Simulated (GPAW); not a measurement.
Entries from a set of simulations; values are calculated unless marked as measured.

**How the form of the self-energy moves the gap of CdBr2 (R-3m)**

Symmetry: R-3m, No. 166, trigonal system. The conventional cell has a = 3.950 Å, b = 3.950 Å, c = 18.670 Å, α = 90.00°, β = 90.00°, γ = 120.00°. Cd has 6 Br at 2.76 Å nearest. Nearest to Br lie 3 Cd at 2.76 Å. Farther neighbours and most contacts between anions are not listed.

```xyz
3
Lattice="1.9750 1.1403 6.2233 -1.9750 1.1403 6.2233 0.0000 -2.2805 6.2233" Properties=species:S:1:pos:R:3 pbc="T T T"
Cd    0.0000    0.0000    0.0000
Br    0.0000    0.0000    4.6675
Br    0.0000    0.0000   14.0025
```

```
method                                  : DFT, LDA, plane waves, PAW (and 3 further levels or steps)
program                                 : GPAW 26.7.0
settings of one run                     : cutoff 450 eV, GPAW PAW setups 1.2.1 data release, 4×4×4 k-mesh, nbands 200
cost                                    : 6 runs, 11 min in all on 4 MPI ranks of Arm Neoverse V1, shared host (the runs of this entry)
notes                                   : The database entry behind the starting cell has ideal inner coordinates that were not refined. The cell and positions come from the Crystallography Open Database and are kept as given unless a step says otherwise. Limits: no spin-orbit coupling. Bands and cutoff are finite, so the gap is not at the basis limit. The miss can reach some tenths of an eV and take either sign; the mesh is an error of its own. The program warns of a poor linear fit in the extrapolation of some level, so the extrapolated values are rough.
G0W0, Godby-Needs plasmon pole          : 4.309 eV
one-shot HSE06                          : 3.988 eV
G0W0, extrapolated in the cutoff        : 4.421 eV
one-shot Hartree-Fock                   : 10.259 eV
G0W0, full frequency, Hilbert transform : 4.290 eV
known limits                            : not at the basis limit; no spin-orbit coupling
```

One-shot HSE06: −0.321 eV against G0W0, Godby-Needs plasmon pole. G0W0, extrapolated in the cutoff: +0.113 eV against G0W0, Godby-Needs plasmon pole, at other bands or cutoff, so not like for like.

[Paths, hosts, dates, memory and timing lines, banners, echoed tables and standing remarks are left out of the program output.]

[Logs are printed without paths, hosts, clocks, repeated set-up lines and the standing remarks that a program may print on its own settings, such as how far it seeks lower states.]

[Runs of the session that timed out or met a known fault of the program may be left out.]

[Hosts, paths, dates, database ids (printed as entryN), source tags and the programs' standing remarks are cut or masked in the printed files.]
